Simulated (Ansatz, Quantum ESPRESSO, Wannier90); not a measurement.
# Ballistic channels from Wannier functions: straight Na chain, spacing 3.07 Å, part 3 of 5

Wanted: localised orbitals and the quantum conductance of this wire: straight Na chain, spacing 3.07 Å.

Quantum ESPRESSO 7.5 and Wannier90 3.1.0; plane-wave DFT, LDA, GBRV ultrasoft pseudopotentials; cross-check by Ansatz 0.2.0 with PAW datasets.

So far. Step 2 (Self-consistent run): The run needed 9 iterations to bring the estimated error under 1e-07 Ry.

## Step 6: Wannier functions and transport

Level of this step: maximally localised Wannier functions and ballistic conductance; plane-wave DFT, LDA, GBRV ultrasoft pseudopotentials (Wannier90).

After disentangling and localising, transport_mode = bulk builds principal layers from hoppings within dist_cutoff and counts open channels.

wan.win

```
num_wann = 1
num_bands = 11
num_iter = 200
num_print_cycles = 20
conv_tol = 1e-8
conv_window = 5
guiding_centres = true
dis_num_iter = 1500
dis_conv_tol = 1e-8
dis_win_min = -13.3337
dis_win_max = 6.6663
dis_froz_max = -0.8337
search_shells = 120
fermi_energy = -2.3337

transport = true
transport_mode = bulk
one_dim_axis = z
dist_cutoff = 18.31
dist_cutoff_mode = one_dim
tran_win_min = -4.0
tran_win_max = 2.0
tran_energy_step = 0.02

bands_plot = true
bands_num_points = 96
begin kpoint_path
G 0.0 0.0 0.0 Z 0.0 0.0 0.5
end kpoint_path

begin projections
Na:s
end projections

begin unit_cell_cart
ang
  8.0000000000 0.0000000000 0.0000000000
  0.0000000000 8.0000000000 0.0000000000
  0.0000000000 0.0000000000 3.0690000000
end unit_cell_cart

begin atoms_frac
  Na 0.0000000000 0.0000000000 0.0000000000
end atoms_frac

mp_grid = 1 1 12
begin kpoints
  0.0 0.0 0.0000000000
  0.0 0.0 0.0833333333
  0.0 0.0 0.1666666667
  0.0 0.0 0.2500000000
  0.0 0.0 0.3333333333
  0.0 0.0 0.4166666667
  0.0 0.0 0.5000000000
  0.0 0.0 0.5833333333
  0.0 0.0 0.6666666667
  0.0 0.0 0.7500000000
  0.0 0.0 0.8333333333
  0.0 0.0 0.9166666667
end kpoints
```

The run is started by

```sh
OMP_NUM_THREADS=1 wannier90.x wan > wan.run.log
```

The log of the run:

```text
[banner, memory and clock lines left out]
+---------------------------------------------------+
             |                                                   |
             |                   WANNIER90                       |
             |                                                   |
             +---------------------------------------------------+
             |                                                   |
             |        Welcome to the Maximally-Localized         |
             |        Generalized Wannier Functions code         |
             |                             |
             |                                                   |
             |                                                   |
             |  Wannier90 Developer Group:                       |
             |    Giovanni Pizzi    (EPFL)                       |
             |    Valerio Vitale    (Cambridge)                  |
             |    David Vanderbilt  (Rutgers University)         |
             |    Nicola Marzari    (EPFL)                       |
             |    Ivo Souza         (Universidad del Pais Vasco) |
             |    Arash A. Mostofi  (Imperial College London)    |
             |    Jonathan R. Yates (University of Oxford)       |
             |                                                   |
             |  For the full list of Wannier90 3.x authors,      |
             |  please check the code documentation and the      |
             |  README on the GitHub page of the code            |
             |                                                   |
             |                                                   |
             |                                                   |
             |  [ref] "Wannier90 as a community code:            |
             |        new features and applications",            |
             |        165902 (2020).                             |
             |            |
             |                                                   |
             |  in any publications arising from the use of      |
             |                                                   |
             |  [ref] "Maximally Localized Generalised Wannier   |
             |         Functions for Composite Energy Bands"     |
             |         N. Marzari and D. Vanderbilt              |
             |         Phys. Rev. B 56 12847 (1997)              |
             |                                                   |
             |  [ref] "Maximally Localized Wannier Functions     |
             |         for Entangled Energy Bands"               |
             |         I. Souza, N. Marzari and D. Vanderbilt    |
             |         Phys. Rev. B 65 035109 (2001)             |
             |                                                   |
             |                                                   |
             | Copyright (c) 1996-2020                           |
             |        The Wannier90 Developer Group and          |
             |        individual contributors                    |
             |                                                   |
             |      Release: 3.1.0        5th March    2020      |
             |                                                   |
             | This program is free software; you can            |
             | redistribute it and/or modify it under the terms  |
             | of the GNU General Public License as published by |
             | the Free Software Foundation; either version 2 of |
             | the License, or (at your option) any later version|
             |                                                   |
             | This program is distributed in the hope that it   |
             | will be useful, but WITHOUT ANY WARRANTY; without |
             | even the implied warranty of MERCHANTABILITY or   |
             | FITNESS FOR A PARTICULAR PURPOSE. See the GNU     |
             | General Public License for more details.          |
             |                                                   |
             | You should have received a copy of the GNU General|
             | Public License along with this program; if not,   |
             | write to the Free Software Foundation, Inc.,      |
             | 675 Mass Ave, Cambridge, MA 02139, USA.           |
             |                                                   |
             +---------------------------------------------------+
[date or host left out]
             +---------------------------------------------------+

 ******************************************************************************
 * -> Using CODATA 2006 constant values                                       *
 *    (                      *
 * -> Using Bohr value from CODATA                                            *
 ******************************************************************************

 Running in serial (with parallel executable)

                                    ------
                                    SYSTEM
                                    ------

                              Lattice Vectors (Ang)
                    a_1     8.000000   0.000000   0.000000
                    a_2     0.000000   8.000000   0.000000
                    a_3     0.000000   0.000000   3.069000

                   Unit Cell Volume:     196.41600  (Ang^3)

                        Reciprocal-Space Vectors (Ang^-1)
                    b_1     0.785398   0.000000   0.000000
                    b_2     0.000000   0.785398   0.000000
                    b_3     0.000000   0.000000   2.047307

 *----------------------------------------------------------------------------*
 |   Site       Fractional Coordinate          Cartesian Coordinate (Ang)     |
 +----------------------------------------------------------------------------+
 | Na   1   0.00000   0.00000   0.00000   |    0.00000   0.00000   0.00000    |
 *----------------------------------------------------------------------------*
                                ------------
                                K-POINT GRID
                                ------------

             Grid size =  1 x  1 x 12      Total points =   12

 *---------------------------------- MAIN ------------------------------------*
 |  Number of Wannier Functions               :                 1             |
 |  Number of Objective Wannier Functions     :                 1             |
 |  Number of input Bloch states              :                11             |
 |  Output verbosity (1=low, 5=high)          :                 1             |
[...]
+----------------------------------------------------------------------------+
 |                              Energy  Windows                               |
 |                              ---------------                               |
 |                   Outer:  -13.33370  to    6.66630  (eV)                   |
 |                   Inner:  -13.33370  to   -0.83370  (eV)                   |
 +----------------------------------------------------------------------------+
   Number of target bands to extract:    1

                   Unitarised projection of Wannier functions
   A_mn = <psi_m|g_n> --> S = A.A^+ --> U = S^-1/2.A
   In dis_project... done
   Using an inner window (linner = T)
   In dis_proj_froz... done

                   Extraction of optimally-connected subspace
 +---------------------------------------------------------------------+<-- DIS
 |  Iter     Omega_I(i-1)      Omega_I(i)      Delta (frac.)    Time   |<-- DIS
 +---------------------------------------------------------------------+<-- DIS
       1       4.95840885       4.27793190       1.591E-01      0.00    <-- DIS
       2       4.26095843       4.27750930      -3.869E-03      0.00    <-- DIS
       3       4.26597483       4.27739475      -2.670E-03      0.00    <-- DIS
       4       4.26996063       4.27736380      -1.731E-03      0.00    <-- DIS
       5       4.27274851       4.27735545      -1.077E-03      0.00    <-- DIS
       6       4.27456742       4.27735319      -6.513E-04      0.00    <-- DIS
       7       4.27570330       4.27735258      -3.856E-04      0.00    <-- DIS
       8       4.27639164       4.27735242      -2.246E-04      0.00    <-- DIS
       9       4.27679977       4.27735237      -1.292E-04      0.00    <-- DIS
      10       4.27703777       4.27735236      -7.355E-05      0.00    <-- DIS
      11       4.27717478       4.27735236      -4.152E-05      0.00    <-- DIS
      12       4.27725282       4.27735236      -2.327E-05      0.00    <-- DIS
      13       4.27729690       4.27735236      -1.297E-05      0.00    <-- DIS
      14       4.27732162       4.27735236      -7.186E-06      0.00    <-- DIS
      15       4.27733539       4.27735236      -3.966E-06      0.00    <-- DIS
      16       4.27734303       4.27735236      -2.180E-06      0.00    <-- DIS
[...]
20       4.27735153       4.27735236      -1.930E-07      0.00    <-- DIS
      21       4.27735191       4.27735236      -1.046E-07      0.00    <-- DIS
      22       4.27735211       4.27735236      -5.659E-08      0.00    <-- DIS
      23       4.27735222       4.27735236      -3.056E-08      0.00    <-- DIS
      24       4.27735228       4.27735236      -1.648E-08      0.00    <-- DIS
      25       4.27735232       4.27735236      -8.871E-09      0.00    <-- DIS
      26       4.27735233       4.27735236      -4.769E-09      0.00    <-- DIS
      27       4.27735234       4.27735236      -2.560E-09      0.00    <-- DIS

             <<<      Delta < 1.000E-08  over  3 iterations     >>>
             <<< Disentanglement convergence criteria satisfied >>>

        Final Omega_I     4.27735236 (Ang^2)

 +----------------------------------------------------------------------------+

 Time to disentangle bands      0.002 (sec)

 Writing checkpoint file wan.chk... done

 *------------------------------- WANNIERISE ---------------------------------*
 +--------------------------------------------------------------------+<-- CONV
 | Iter  Delta Spread     RMS Gradient      Spread (Ang^2)      Time  |<-- CONV
 +--------------------------------------------------------------------+<-- CONV

 Initial State
  WF centre and spread    1  ( -0.000000, -0.000000, -0.000001 )     4.27735236
  Sum of centres and spreads ( -0.000000, -0.000000, -0.000001 )     4.27735236

      0     0.428E+01     0.0000000000        4.2773523554       0.00  <-- CONV
        O_D=      0.0000000 O_OD=      0.0000000 O_TOT=      4.2773524 <-- SPRD
 Cycle:      1
  WF centre and spread    1  ( -0.000000, -0.000000, -0.000001 )     4.27735236
  Sum of centres and spreads ( -0.000000, -0.000000, -0.000001 )     4.27735236

      1    -0.256E-11     0.0000066779        4.2773523553       0.00  <-- CONV
        O_D=      0.0000000 O_OD=      0.0000000 O_TOT=      4.2773524 <-- SPRD
 Delta: O_D= -0.2560751E-11 O_OD=  0.0000000E+00 O_TOT= -0.2560618E-11 <-- DLTA

             <<<     Delta < 1.000E-08  over  5 iterations     >>>
             <<< Wannierisation convergence criteria satisfied >>>

 Final State
  WF centre and spread    1  ( -0.000000, -0.000000, -0.000001 )     4.27735236
  Sum of centres and spreads ( -0.000000, -0.000000, -0.000001 )     4.27735236

         Spreads (Ang^2)       Omega I      =     4.277352355
        ================       Omega D      =     0.000000000
                               Omega OD     =     0.000000000
    Final Spread (Ang^2)       Omega Total  =     4.277352355
 Time for wannierise            0.000 (sec)

 Writing checkpoint file wan.chk... done

 *---------------------------------------------------------------------------*
 |                               PLOTTING                                    |
 *---------------------------------------------------------------------------*

 Translated centres
    translation centre in fractional coordinate:  0.000000  0.000000  0.000000
  WF centre     1  ( -0.000000, -0.000000, -0.000001 )

 Calculating interpolated band-structure

 Time to calculate interpolated band structure       0.001 (sec)

 Time for plotting              0.003 (sec)

 *---------------------------------------------------------------------------*
 |                              TRANSPORT                                    |
 *---------------------------------------------------------------------------*

 Calculation of Quantum Conductance and DoS: bulk mode

 Maximum imaginary part of the real-space Hamiltonian:     0.000000

     Maximum real part of the real-space Hamiltonian at each lattice point
            Lattice point R           Max |H_ij(R)|
                  -7                     0.000000
                  -6                     0.000000
                  -5                     0.008685
                  -4                     0.062184
                  -3                     0.151074
                  -2                     0.309853
                  -1                     0.957894
                   0                     1.857646
                   1                     0.957894
                   2                     0.309853
                   3                     0.151074
                   4                     0.062184
                   5                     0.008685
                   6                     0.000000
                   7                     0.000000

 Number of unit cells inside the principal layer:     5
 Number of Wannier Functions inside the principal layer:     5

 Calculating quantum conductance and density of states... done

 Time for transport             0.008 (sec)
 Total Execution Time           0.034 (sec)

 *===========================================================================*
 |                             TIMING INFORMATION                            |
 *===========================================================================*
 |    Tag                                                Ncalls      Time (s)|
 |---------------------------------------------------------------------------|
 |kmesh: get                                        :         1         0.011|
 |overlap: allocate                                 :         1         0.000|
 |overlap: read                                     :         1         0.005|
 |dis: main                                         :         1         0.002|
 |wann: main                                        :         1         0.000|
 |plot: main                                        :         1         0.003|
 |tran: main                                        :         1         0.008|
 *---------------------------------------------------------------------------*

 All done: wannier90 exiting
[key lines of the parts left out:]
|  Fermi energy (eV)                         :            -2.334             |
```

Elapsed: 0.49 s, on 1 MPI rank of Arm Neoverse V2, shared host; peak memory 0.09 GiB.

This step gave:

| Quantity | Value |
| --- | --- |
| lead channels at the Fermi level, one spin | 1.0000 |
| total spread | 4.277 Å² |
| gauge-invariant spread | 4.277 Å² |
| largest misfit to plane-wave levels between mesh points, inside the frozen window | 0.2672 eV |

Per spin. Table of quantum conductance of the perfect wire, open channels by energy, zero at the Fermi level:

energy (eV), quantum conductance of the perfect wire, open channels and a bar:
```
   -1.200       0.00 
   -1.020       0.00 
   -0.800       1.00 ##############################
   -0.600       1.00 ##############################
   -0.400       1.00 ##############################
   -0.200       1.00 ##############################
    0.000       1.00 ##############################
    0.200       1.00 ##############################
    0.400       1.00 ##############################
    0.600       1.00 ##############################
    0.800       1.00 ##############################
    1.000       1.00 ##############################
    1.200       1.00 ##############################
    1.400       1.00 ##############################
    1.600       1.00 ##############################
    1.800       1.00 ##############################
    2.000       1.00 ##############################
```

Wannier functions:

| no. | x (Å) | y (Å) | z (Å) | spread (Å²) |
| --- | --- | --- | --- | --- |
| 1 | 0 | 0 | -1.00e-6 | 4.277 |

The electronic bands at the labelled points (eV, zero at the Fermi level; # counts the bands kept):

```csv
point,#1
Γ,-1.02
halfway,-0.01
Z,3.45
```

The electronic bands as a text plot (rows in eV):

```
    3.4 |                                                    ****
    3.2 |                                                   *
    3.0 |                                                 **
    2.8 |
    2.6 |                                                *
    2.4 |                                              **
    2.2 |                                             *
    2.0 |
    1.9 |                                           **
    1.7 |                                          *
    1.5 |
    1.3 |                                         *
    1.1 |                                       **
    0.9 |                                      *
    0.7 |                                    **
    0.6 |                                   *
    0.4 |                                ***
    0.2 |                             ***
    0.0 |                           **
   -0.2 |                        ***
   -0.4 |                     ***
   -0.6 |                 ****
   -0.7 |            *****
   -0.9 |************
         Γ                                                      Z
```

Bands and channels are those of the Wannier model: bands that were not projected, and all outside the frozen window, are missing or only approximate.

## Step 7: Neighbour list from wannier90 -pp, with dis_froz_max − E_F = 0.0

A sensitivity test on the input.

wan_w.win is the input of step 6 with these lines changed:

```diff
@@ -11,3 +11,3 @@
 dis_win_max = 6.6663
-dis_froz_max = -0.8337
+dis_froz_max = -2.3337
 search_shells = 120
```

The run is started by

```sh
OMP_NUM_THREADS=1 wannier90.x -pp wan_w > wan_w.pp.log
```

It took 0.47 s on 1 MPI rank; peak memory 0.09 GiB.

## Step 8: Overlaps and projections

The same post-processing, on the changed run.

wan_w.p2w.in

```
&inputpp
  prefix = 'nscf'
  outdir = './out'
  seedname = 'wan_w'
  write_mmn = .true.
  write_amn = .true.
  write_unk = .false.
/
```

The run is started by

```sh
OMP_NUM_THREADS=1 mpirun -n 2 pw2wannier90.x -in wan_w.p2w.in > wan_w.p2w.out
```

It took 1.4 s on 2 MPI ranks; peak memory 0.09 GiB.

(Continued in part 4 of 5.)

[Logs are printed without paths, hosts, clocks, repeated set-up lines and the standing remarks that a program may print on its own settings, such as how far it seeks lower states.]

[Hosts, paths, dates, database ids (printed as entryN), source tags and the programs' standing remarks are cut or masked in the printed files.]

[Maps of the electrostatic potential energy from Ansatz leave out the sawtooth potential of an applied field or a dipole correction, so their vacuum need not be flat; planar profiles and work functions include it.]
